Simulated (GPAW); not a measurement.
# Near-edge structure at the P K edge of PNO (Cc), part 2 of 3

What does one-electron theory with a core hole give for the P K edge of PNO (Cc)?

GPAW 26.7.0; X-ray absorption from dipole matrix elements to empty bands, plane-wave PAW LDA.

So far. Step 2 (Ground state of the crystal): The mesh shows a gap of 4.98 eV, so the hole is first treated in a charged cell, without the excited electron. Step 3 (Spectrum without a core hole, P atom 1): Main maxima below 24 eV (height): 1.1 eV (1.58), 3.1 eV (1.75), 4.6 eV (1.20), 6.9 eV (1.36) and 22.1 eV (1.18). A K edge sees empty p states on the absorber.

### 4. Supercell without a hole, the energy reference

Level of this step: plane-wave PAW DFT, LDA, self-consistent field (GPAW).

The photon energy needs a difference of total energies, so the cell and mesh of the coming hole run are first run without a hole.

File scf.py:

```python
import numpy as np
from ase import Atoms
from ase.parallel import parprint, paropen
from gpaw import GPAW, PW, FermiDirac, Mixer, MixerDif, setup_paths
from gpaw.test import gen
setup_paths.insert(0, '.')
gen('P', name='nch1s', xcname='LDA', corehole=(1, 0, 0), write_xml=True)
from gpaw.mpi import world
world.barrier()

atoms = Atoms('P8O8N8',
    cell=[[0, 6.57222676, 0],
     [-0.49890079, 0, -6.97773191],
     [-6.30655411, -3.28611338, 3.48886595]],
    scaled_positions=[[0.17018695, 0.56022265, 0.62027822],
     [0.92018695, 0.81022265, 0.12027821],
     [0.67018695, 0.06022265, 0.62027822],
     [0.42018695, 0.31022265, 0.12027821],
     [0.57509127, 0.43522265, 0.87027822],
     [0.32509127, 0.68522265, 0.37027822],
     [0.07509127, 0.93522265, 0.87027822],
     [0.82509127, 0.18522265, 0.37027822],
     [0.34957277, 0.53351684, 0.81683346],
     [0.09957277, 0.78351684, 0.31683345],
     [0.84957277, 0.03351684, 0.81683346],
     [0.59957277, 0.28351684, 0.31683345],
     [0.34226068, 0.65851684, 0.56683346],
     [0.09226068, 0.90851684, 0.06683345],
     [0.84226068, 0.15851684, 0.56683346],
     [0.59226068, 0.40851684, 0.06683345],
     [0.02410422, 0.71876051, 0.68788833],
     [0.77410422, 0.96876051, 0.18788833],
     [0.52410422, 0.21876051, 0.68788833],
     [0.27410422, 0.46876051, 0.18788833],
     [0.78878411, 0.59376051, 0.93788833],
     [0.53878411, 0.84376051, 0.43788833],
     [0.28878411, 0.09376051, 0.93788833],
     [0.03878411, 0.34376051, 0.43788833]],
    pbc=True)
atoms.calc = calc = GPAW(legacy_gpaw=True, mode=PW(500), xc='LDA', setups={0: 'nch1s'},
    kpts={'size': (2, 2, 2), 'gamma': True}, occupations=FermiDirac(0.02),
    charge=0, mixer=Mixer(0.1, 5, 50), maxiter=150,
    convergence={'density': 0.0001}, txt='scf.txt')
energy = atoms.get_potential_energy() + calc.get_reference_energy()
ef = calc.get_fermi_level()
out = dict(energy=energy, fermi=ef, forces=atoms.get_forces().tolist())
parprint(f'all-electron energy {energy:.4f} eV, Fermi level {ef:.4f} eV')
ev = np.array([[calc.get_eigenvalues(k, s) for k in range(len(calc.get_ibz_k_points()))] for s in range(calc.get_number_of_spins())])
out['homo'], out['lumo'], out['counts'] = ev[ev < ef].max(), ev[ev > ef].min(), sorted(set((ev < ef).sum((0, 2)).tolist()))
out['filled'] = (ev[:, 0] < ef).sum(1).tolist()
import json
with paropen('out.json', 'w') as f:
    json.dump(out, f)
```

Run with:

```
> OMP_NUM_THREADS=1 mpirun -n 4 gpaw python scf.py
```

Numbers of over 12 decimals in the logs are rounded to 6 here.

Log:

```text
Input parameters:
  convergence: {density: 0.0001}
  kpts: {gamma: True,
         size: (2, 2, 2)}
  maxiter: 150
  mixer: {backend: pulay,
          beta: 0.1,
          method: separate,
          nmaxold: 5,
          weight: 50}
  mode: {ecut: 500.0,
         name: pw}
  occupations: {fixmagmom: False,
                name: fermi-dirac,
                width: 0.02}
  setups: {0: nch1s}

Initialize ...

[...]
3s(2) :    -0.515028     1.126397
*s    :     0.484972
3p(3) :    -0.205646     1.006802
*p    :     0.794354
*d    :     0.000000
--------------------------------

Diagonalizing with gridspacing h=0.050

state   all-electron     PAW
-------------------------------
3s:      -0.515028    -0.515337
3p:      -0.205646    -0.205904
*d:                    0.038554
*f:                    0.072541
-------------------------------
all-electron energy -102359.7282 eV, Fermi level 3.8073 eV
[key lines of the parts left out:]
Converged after 19 iterations.
Dipole moment: (-0.419654, -21.066869, 0.113226) |e|*Ang
Free energy:   -188.621640
Fermi level: 3.80733
```

Elapsed: 47 s, on 4 MPI ranks of Arm Neoverse V2, shared host; peak memory 0.39 GiB; 3.1 min of CPU time.

Reference energy: -102359.728 eV with the cores included.

### 5. Spectrum with FCH, P atom 1

The holes are 6.6 Å apart. In GPAW the data set carries the hole's charge, so charge=0 means a charged cell and charge=-1 a neutral one. The excited electron is left out and a uniform background balances the charge. After the field has converged, empty bands are computed with the density fixed and the dipole matrix elements are summed.

File xas.py:

```python
import numpy as np
from ase import Atoms
from ase.parallel import parprint, paropen
from gpaw import GPAW, PW, FermiDirac, Mixer, MixerDif, setup_paths
from gpaw.test import gen
setup_paths.insert(0, '.')
gen('P', name='fch1s', xcname='LDA', corehole=(1, 0, 1), write_xml=True)
from gpaw.mpi import world
world.barrier()

atoms = Atoms('P8O8N8',
    cell=[[0, 6.57222676, 0],
     [-0.49890079, 0, -6.97773191],
     [-6.30655411, -3.28611338, 3.48886595]],
    scaled_positions=[[0.17018695, 0.56022265, 0.62027822],
     [0.92018695, 0.81022265, 0.12027821],
     [0.67018695, 0.06022265, 0.62027822],
     [0.42018695, 0.31022265, 0.12027821],
     [0.57509127, 0.43522265, 0.87027822],
     [0.32509127, 0.68522265, 0.37027822],
     [0.07509127, 0.93522265, 0.87027822],
     [0.82509127, 0.18522265, 0.37027822],
     [0.34957277, 0.53351684, 0.81683346],
     [0.09957277, 0.78351684, 0.31683345],
     [0.84957277, 0.03351684, 0.81683346],
     [0.59957277, 0.28351684, 0.31683345],
     [0.34226068, 0.65851684, 0.56683346],
     [0.09226068, 0.90851684, 0.06683345],
     [0.84226068, 0.15851684, 0.56683346],
     [0.59226068, 0.40851684, 0.06683345],
     [0.02410422, 0.71876051, 0.68788833],
     [0.77410422, 0.96876051, 0.18788833],
     [0.52410422, 0.21876051, 0.68788833],
     [0.27410422, 0.46876051, 0.18788833],
     [0.78878411, 0.59376051, 0.93788833],
     [0.53878411, 0.84376051, 0.43788833],
     [0.28878411, 0.09376051, 0.93788833],
     [0.03878411, 0.34376051, 0.43788833]],
    pbc=True)
atoms.calc = calc = GPAW(legacy_gpaw=True, mode=PW(500), xc='LDA', setups={0: 'fch1s'},
    kpts={'size': (2, 2, 2), 'gamma': True}, occupations=FermiDirac(0.02),
    charge=0, mixer=Mixer(0.1, 5, 50), maxiter=150,
    convergence={'density': 0.0001}, txt='scf.txt')
energy = atoms.get_potential_energy() + calc.get_reference_energy()
ef = calc.get_fermi_level()
out = dict(energy=energy, fermi=ef, forces=atoms.get_forces().tolist())
parprint(f'all-electron energy {energy:.4f} eV, Fermi level {ef:.4f} eV')
ev = np.array([[calc.get_eigenvalues(k, s) for k in range(len(calc.get_ibz_k_points()))] for s in range(calc.get_number_of_spins())])
out['homo'], out['lumo'], out['counts'] = ev[ev < ef].max(), ev[ev > ef].min(), sorted(set((ev < ef).sum((0, 2)).tolist()))
out['filled'] = (ev[:, 0] < ef).sum(1).tolist()

from ase.units import Ha
from gpaw.xas import dipole_matrix_elements
nb = int(calc.get_number_of_electrons() / 2) + 181
top, nb = nb, nb + 8 + nb // 12
nscf = calc.fixed_density(kpts={'size': (3, 3, 3), 'gamma': True}, nbands=nb,
    convergence={'bands': top, 'eigenstates': 1e-5}, maxiter=60, txt='nscf.txt')
cell = atoms.cell.array
ops = [cell.T @ U.T @ np.linalg.inv(cell.T) for U in nscf.wfs.kd.symmetry.op_scc]
filled = [64]  # bands filled in the ground state, by spin
E = np.arange(-6, 34, 0.1)
fwhm = np.interp(E, [4, 25], [0.9, 3.5])
Y, X, zero, highest = 0, 0, 1e9, 1e9
for spin in range(nscf.get_number_of_spins()):
    wfs = nscf.wfs
    A = dipole_matrix_elements(wfs.setups[0])
    eps = np.zeros((wfs.kd.nibzkpts, nb))
    d = np.zeros((3, A.shape[1], wfs.kd.nibzkpts, nb), complex)
    for kpt in wfs.kpt_u:
        if kpt.s == spin and 0 in kpt.P_ani:
            eps[kpt.k] = kpt.eps_n * Ha
            d[:, :, kpt.k] = (kpt.weight * wfs.nspins / 2) ** 0.5 * np.inner(A, kpt.P_ani[0])
    world.sum(eps)
    world.sum(d)
    T = np.einsum('amkn,bmkn->abkn', d, d.conj()).real
    T = sum(np.einsum('ai,ijkn,bj->abkn', R, T, R) for R in ops) / len(ops)
    empty = np.ones_like(eps, bool) & (np.arange(nb) >= filled[spin])
    zero, highest = min(zero, eps[empty].min()), min(highest, eps[:, top - 1].min())
    lines = [(eps, T, empty)] if spin == 0 else lines + [(eps, T, empty)]
for eps, T, empty in lines:
    f = np.einsum('aakn->akn', T).reshape(3, -1)
    x = eps.ravel() - zero
    w = np.interp(x, E, fwhm) / 2.35482
    g = np.exp(-0.5 * ((E[:, None] - x) / w) ** 2) / (w * (2 * np.pi) ** 0.5)
    Y = Y + (f * empty.ravel()) @ g.T
    X = X + (f * ~empty.ravel()) @ g.T
out.update(E=E.round(2).tolist(), xas=Y.tolist(), xes=X.tolist(), zero=zero, valid=highest - zero, nk=len(eps), nb=nb)
for i in range(0, len(E), 10):
    parprint(f'{E[i]:7.2f}', *(f'{v:10.3e}' for v in Y[:, i]))
import json
with paropen('out.json', 'w') as f:
    json.dump(out, f)
```

Run with:

```
> OMP_NUM_THREADS=1 mpirun -n 4 gpaw python xas.py
```

Log:

```text
Input parameters:
  convergence: {density: 0.0001}
  kpts: {gamma: True,
         size: (2, 2, 2)}
  maxiter: 150
  mixer: {backend: pulay,
          beta: 0.1,
          method: separate,
          nmaxold: 5,
          weight: 50}
  mode: {ecut: 500.0,
         name: pw}
  occupations: {fixmagmom: False,
                name: fermi-dirac,
                width: 0.02}
  setups: {0: fch1s}

Initialize ...

[... PAW data sets ...]

Reference energy: -100013.545405  # eV

Spin-paired calculation

[... convergence settings ...]
Symmetries present (total): 1
  [... symmetry matrices ...]

8 k-points: 2 x 2 x 2 Monkhorst-Pack grid + [1/4,1/4,1/4]
8 k-points in the irreducible part of the Brillouin zone
       k-points in crystal coordinates                weights
   0:     0.00000000    0.00000000    0.00000000          1/8
   1:     0.00000000    0.00000000    0.50000000          1/8
   2:     0.00000000    0.50000000    0.00000000          1/8
   3:     0.00000000    0.50000000    0.50000000          1/8
   4:     0.50000000    0.00000000    0.00000000          1/8
   5:     0.50000000    0.00000000    0.50000000          1/8
   6:     0.50000000    0.50000000    0.00000000          1/8
   7:     0.50000000    0.50000000    0.50000000          1/8

Wave functions: Plane wave expansion
  Cutoff energy: 500.000 eV
  Number of coefficients (min, max): 7624, 7646
  Pulay-stress correction: 0.000000 eV/Ang^3 (de/decut=0.000000)
  Using FFTW library
  Wavefunction extrapolation:
    Improved wavefunction reuse through dual PAW basis

Occupation numbers: Fermi-Dirac:
  width: 0.0200  # eV

Eigensolver
   Davidson(niter=2)

Densities:
  Coarse grid: 35*40*42 grid
  Fine grid: 70*80*84 grid
  Total Charge: 1.000000

Density mixing:
  Method: separate
  Backend: pulay
  Linear mixing parameter: 0.1
  old densities: 5
  Width of damping distribution: 1.1
  Damping of long wavelength oscillations: 50

[... Hamiltonian set-up ...]
Number of atoms: 24
Number of atomic orbitals: 96
Number of bands in calculation: 81
Number of valence electrons: 128
Bands to converge: occupied

... initialized

Initializing position-dependent things.

Density initialized from atomic densities
Creating initial wave functions:
  81 bands from LCAO basis set

             O

                PO
        N     N     P

          P         O
                       P O
          O     N
             P O     N
                  P     P
           N     N     N
        P         O

                      O

Atomic positions and initial magnetic moments

Positions:
   0 P     -4.191314   -0.919797   -1.745016    ( 0.0000,  0.0000,  0.0000)
   1 P     -1.162762    5.652429   -5.233882    ( 0.0000,  0.0000,  0.0000)
   2 P     -3.941863    2.366316    1.743850    ( 0.0000,  0.0000,  0.0000)
   3 P     -0.913311    2.366316   -1.745016    ( 0.0000,  0.0000,  0.0000)
   4 P     -5.705590    0.919797   -0.000583    ( 0.0000,  0.0000,  0.0000)
   5 P     -2.677038    0.919797   -3.489449    ( 0.0000,  0.0000,  0.0000)
   6 P     -5.955040   -2.366316   -3.489449    ( 0.0000,  0.0000,  0.0000)
[...]
21 N     -3.182519    2.102061   -4.359801    ( 0.0000,  0.0000,  0.0000)
  22 N     -5.961621   -1.184053    2.617931    ( 0.0000,  0.0000,  0.0000)
  23 N     -2.933069   -1.184053   -0.870935    ( 0.0000,  0.0000,  0.0000)

Unit cell:
           periodic     x           y           z      points  spacing
  1. axis:    yes    0.000000    6.572227    0.000000    35     0.1678
  2. axis:    yes   -0.498901    0.000000   -6.977732    40     0.1587
  3. axis:    yes   -6.306554   -3.286113    3.488866    42     0.1557

  Lengths:   6.572227   6.995545   7.921070
  Angles:  112.491825 114.510327  90.000000

Effective grid spacing dv^(1/3) = 0.1723

iter:   1  -221.391718
iter:   2  -211.759856   -0.84  -0.71
iter:   3  -199.359009   -0.46  -0.81
iter:   4  -199.274218   -1.92  -1.27
iter:   5  -199.300523   -1.88  -1.38
iter:   6  -199.365176   -1.76  -1.89
iter:   7  -199.136738   -2.38  -1.80
iter:   8  -199.137731   -3.05  -2.44
iter:   9  -199.136162c  -3.16  -2.58
iter:  10  -199.129783c  -3.91  -2.60
iter:  11  -199.130148c  -4.21  -3.13
iter:  12  -199.129580c  -4.57  -3.11
iter:  13  -199.129562c  -5.34  -3.45
iter:  14  -199.129523c  -6.02  -3.74
iter:  15  -199.129525c  -6.43  -4.21c
iter:  16  -199.129522c  -6.67  -4.14c
iter:  17  -199.129521c  -7.77c -4.45c

Converged after 17 iterations.

Dipole moment: (-0.614543, -21.405731, 0.073137) |e|*Ang

Energy contributions relative to reference atoms: (reference = -100013.545405)

Kinetic:       +113.526762
Potential:      -87.035592
External:        +0.000000
XC:            -223.991013
Entropy (-ST):   -0.000000
Local:           -1.629677
SIC:             +0.000000
--------------------------
Free energy:   -199.129521
Extrapolated:  -199.129521

Showing only first 2 kpts
 Kpt  Band  Eigenvalues  Occupancy
  0    62      2.54567    2.00000
  0    63      2.59190    2.00000
  0    64      6.88289    0.00000
  0    65      7.18351    0.00000

  1    62      2.52131    2.00000
  1    63      3.00286    2.00000
  1    64      6.98003    0.00000
[...]
Fermi level: 3.68348

Gap: 3.880 eV
Transition (v -> c):
  (s=0, k=1, n=63, [0.00, 0.00, 0.50]) -> (s=0, k=0, n=64, [0.00, 0.00, 0.00])
Direct/indirect transitions are different
Direct gap: 3.977 eV
Transition at: (s=0, k=1, n=63, [0.00, 0.00, 0.50])

Forces in eV/Ang:
  0 P     0.80534   -1.56798   -0.00132
  1 P    -0.01293    0.24055    0.28034
  2 P    -0.07184   -0.12909   -0.28043
  3 P    -0.00953    0.03057   -0.05583
  4 P    -0.30710    1.77068    1.24524
  5 P     1.82813    0.51806   -1.20852
  6 P    -2.60869   -0.47937   -1.74736
[...]
21 N     0.14420    0.09496    0.40661
 22 N     0.74564    0.05252    0.50618
 23 N    -2.43927    2.18393   -2.52762
Scalar-relativistic atomic LDA calculation for P (Phosphorus, Z=15)
Core hole in 1s state (1s occupation: 1.0)
450 radial gridpoints.
|------------------------------------------------|
|------------------------------------------------|
[... the atom generator's iteration count ...]

Energy contributions:
-------------------------
Kinetic:     +261.768075
XC:           -17.966184
Potential:   -505.274962
-------------------------
Total:       -261.473071

state      eigenvalue         ekin         rmax
-----------------------------------------------
1s^1.0 :   -82.316117   109.824186        0.067
2s^2.0 :    -7.841975    17.549438        0.402
2p^6.0 :    -6.203561    17.373857        0.327
3s^2.0 :    -0.984498     2.880452        1.418
3p^3.0 :    -0.625684     2.280322        1.541
-----------------------------------------------
(units: Bohr and Hartree)

Generating PAW setup
Kinetic energy of the core from tauc = 249.749155
Cutoffs:
rc(s)=1.800
rc(p)=1.800
rc(d)=1.800
rc(vbar)=1.620
rc(comp)=1.800
rc(nct)=1.800

Kinetic energy of the core states: 249.166204
Charge: 1.0
Core electrons: 9.0
Valence electrons: 5.0
Pseudo-core charge: 0.082129
Shape function alpha=3.086
Pseudo-electron charge 5.474914
state    eigenvalue         norm
--------------------------------
3s(2) :    -0.984498     1.193424
*s    :     0.015502
3p(3) :    -0.625684     1.001979
*p    :     0.374316
*d    :     0.000000
--------------------------------

Diagonalizing with gridspacing h=0.050

state   all-electron     PAW
-------------------------------
3s:      -0.984498    -0.984928
3p:      -0.625684    -0.626173
*d:                   -0.152187
*f:                   -0.017358
-------------------------------
all-electron energy -100212.6749 eV, Fermi level 3.6835 eV
[...]
31.00  1.881e-06  1.758e-06  2.320e-06
  32.00  1.940e-06  1.765e-06  2.453e-06
  33.00  1.980e-06  1.777e-06  2.488e-06
```

It took 5.7 min on 4 MPI ranks; peak memory 0.69 GiB.

The P K spectrum, P atom 1, full core hole (charged cell) (energy from the lowest empty level; intensity scaled to a mean of 1 over the first 20 eV; polarised curves are means over the symmetry-equivalent atoms):

```csv
E (eV),isotropic,ε ∥ x,ε ∥ y,ε ∥ z
-2.0,0.00,0.00,0.00,0.00
-1.5,0.00,0.00,0.00,0.00
-1.0,0.05,0.06,0.01,0.07
-0.5,0.94,1.10,0.35,1.37
0.0,3.87,3.96,2.70,4.95
0.5,3.79,2.85,5.01,3.52
1.0,2.62,1.58,5.27,1.02
1.5,2.71,3.16,3.29,1.68
2.0,1.80,2.62,0.90,1.88
2.5,1.08,1.31,0.59,1.34
3.0,0.88,0.92,0.72,0.99
3.5,0.93,0.95,0.86,0.97
4.0,0.80,0.76,0.77,0.87
4.5,0.59,0.53,0.57,0.66
5.0,0.63,0.61,0.60,0.69
5.5,0.78,0.71,0.71,0.92
6.0,0.78,0.65,0.68,1.01
6.5,0.73,0.55,0.62,1.02
7.0,0.76,0.56,0.62,1.10
7.5,0.77,0.67,0.63,1.03
8.0,0.72,0.76,0.66,0.75
8.5,0.63,0.73,0.68,0.49
9.0,0.57,0.64,0.66,0.40
9.5,0.55,0.58,0.62,0.45
10.0,0.56,0.54,0.56,0.58
10.5,0.57,0.52,0.52,0.68
11.0,0.57,0.53,0.50,0.67
11.5,0.55,0.57,0.51,0.57
12.0,0.54,0.61,0.55,0.46
12.5,0.55,0.65,0.60,0.40
13.0,0.60,0.72,0.69,0.40
13.5,0.69,0.83,0.78,0.44
14.0,0.78,0.93,0.88,0.53
14.5,0.86,0.99,0.96,0.64
15.0,0.91,0.99,1.00,0.75
15.5,0.94,0.97,1.00,0.84
16.0,0.94,0.96,0.98,0.87
16.5,0.93,0.96,0.94,0.87
17.0,0.92,0.97,0.92,0.86
17.5,0.92,0.99,0.92,0.85
18.0,0.93,1.00,0.93,0.86
18.5,0.94,1.00,0.94,0.87
19.0,0.93,0.98,0.93,0.89
19.5,0.93,0.94,0.92,0.91
20.0,0.91,0.90,0.91,0.92
20.5,0.89,0.86,0.88,0.92
21.0,0.85,0.82,0.84,0.89
21.5,0.80,0.77,0.79,0.84
22.0,0.73,0.71,0.72,0.77
22.5,0.66,0.64,0.65,0.68
23.0,0.58,0.57,0.57,0.59
23.5,0.50,0.49,0.50,0.52
24.0,0.44,0.43,0.43,0.46
24.5,0.39,0.38,0.38,0.41
25.0,0.35,0.34,0.34,0.37
25.5,0.33,0.32,0.32,0.35
26.0,0.31,0.30,0.31,0.33
26.5,0.31,0.30,0.30,0.31
27.0,0.30,0.30,0.31,0.31
27.5,0.31,0.30,0.31,0.30
28.0,0.31,0.31,0.31,0.31
28.5,0.31,0.31,0.31,0.32
29.0,0.32,0.31,0.31,0.33
29.5,0.32,0.32,0.31,0.35
30.0,0.33,0.32,0.31,0.37
```

Main maxima below 24 eV (height): 0.2 eV (4.46), 1.3 eV (2.78), 5.7 eV (0.80) and 15.8 eV (0.94). 

The hole costs E(hole) − E(ground) = 2147.05 eV, and the lowest empty level of the hole cell on the spectrum's mesh lies at 6.88 eV, which puts the zero at 2153.94 eV. One term is added: -15.84 eV, since the hole is spin-paired here and a spin-polarised one costs that much less in the free atom (computed apart). The photon energy is then 2138.10 eV. The functional and the charged cell's background leave an error in such absolute values: in the free atom LDA prices this hole 8.5 eV below PBE (computed apart), and PBE is itself good to a few eV.

### 6. Excitation energy, P atom 1

With the excited electron kept in the cell the system stays neutral, and the energy difference is an excitation energy by itself. In a small cell that electron takes up a good share of the lowest empty band, or all of one, which shifts the value from the true onset. Here the hole and the electron are spin-polarised, as in the real final state.

Changed against the first core-hole run: core hole from spin-paired to spin-polarised, with the smearing that suits a partly filled band.

scf.py, as its differences from that of step 4:

```diff
@@ -6,3 +6,3 @@
 setup_paths.insert(0, '.')
-gen('P', name='nch1s', xcname='LDA', corehole=(1, 0, 0), write_xml=True)
+gen('P', name='fch1s', xcname='LDA', corehole=(1, 0, 1), write_xml=True)
 from gpaw.mpi import world
@@ -38,6 +38,7 @@
      [0.03878411, 0.34376051, 0.43788833]],
+    magmoms=[1.0, 0.0, 0.0, 0.0, 0.0, 0.0, 0.0, 0.0, 0.0, 0.0, 0.0, 0.0, 0.0, 0.0, 0.0, 0.0, 0.0, 0.0, 0.0, 0.0, 0.0, 0.0, 0.0, 0.0],
     pbc=True)
-atoms.calc = calc = GPAW(legacy_gpaw=True, mode=PW(500), xc='LDA', setups={0: 'nch1s'},
-    kpts={'size': (2, 2, 2), 'gamma': True}, occupations=FermiDirac(0.02),
-    charge=0, mixer=Mixer(0.1, 5, 50), maxiter=150,
+atoms.calc = calc = GPAW(legacy_gpaw=True, mode=PW(500), xc='LDA', setups={0: 'fch1s'},
+    kpts={'size': (2, 2, 2), 'gamma': True}, occupations=FermiDirac(0.04),
+    charge=-1, mixer=MixerDif(0.1, 5, 50), maxiter=150,
     convergence={'density': 0.0001}, txt='scf.txt')
@@ -45,3 +46,3 @@
 ef = calc.get_fermi_level()
-out = dict(energy=energy, fermi=ef, forces=atoms.get_forces().tolist())
+out = dict(energy=energy, fermi=ef, forces=atoms.get_forces().tolist(), magmoms=atoms.get_magnetic_moments().tolist())
 parprint(f'all-electron energy {energy:.4f} eV, Fermi level {ef:.4f} eV')
```

Run with:

```
> OMP_NUM_THREADS=1 mpirun -n 4 gpaw python scf.py
```

Log:

```text
Input parameters:
  charge: -1
  convergence: {density: 0.0001}
  kpts: {gamma: True,
         size: (2, 2, 2)}
  maxiter: 150
  mixer: {backend: pulay,
          beta: 0.1,
          method: difference,
          nmaxold: 5,
          weight: 50}
  mode: {ecut: 500.0,
         name: pw}
  occupations: {fixmagmom: False,
                name: fermi-dirac,
                width: 0.04}
  setups: {0: fch1s}

[...]
3s(2) :    -0.984498     1.193424
*s    :     0.015502
3p(3) :    -0.625684     1.001979
*p    :     0.374316
*d    :     0.000000
--------------------------------

Diagonalizing with gridspacing h=0.050

state   all-electron     PAW
-------------------------------
3s:      -0.984498    -0.984928
3p:      -0.625684    -0.626173
*d:                   -0.152187
*f:                   -0.017358
-------------------------------
all-electron energy -100221.3267 eV, Fermi level 7.5569 eV
[key lines of the parts left out:]
Converged after 39 iterations.
Dipole moment: (-0.448286, -21.040622, 0.090900) |e|*Ang
Free energy:   -207.795841
Fermi level: 7.55691
```

Elapsed: 2.9 min, on 4 MPI ranks; peak memory 0.5 GiB.

The total-energy difference is 2138.40 eV.

(Part 2 of 3 ends here.)

[Banner, clock and machine lines of the logs are left out without a mark of their own.]

[Logs are printed without paths, hosts, clocks, repeated set-up lines and the standing remarks that a program may print on its own settings, such as how far it seeks lower states.]

[Hosts, paths, dates, database ids (printed as entryN), source tags and the programs' standing remarks are cut or masked in the printed files.]

[Lists of maxima count a maximum above −3 eV only where it reaches 4 % of the highest in the window and stands out from its surroundings by 2 % of it (1.5 % where it reaches 55 %); shoulders and weaker maxima are passed over, and of the rest the first, up to two pre-edge ones and the few strongest are named.]
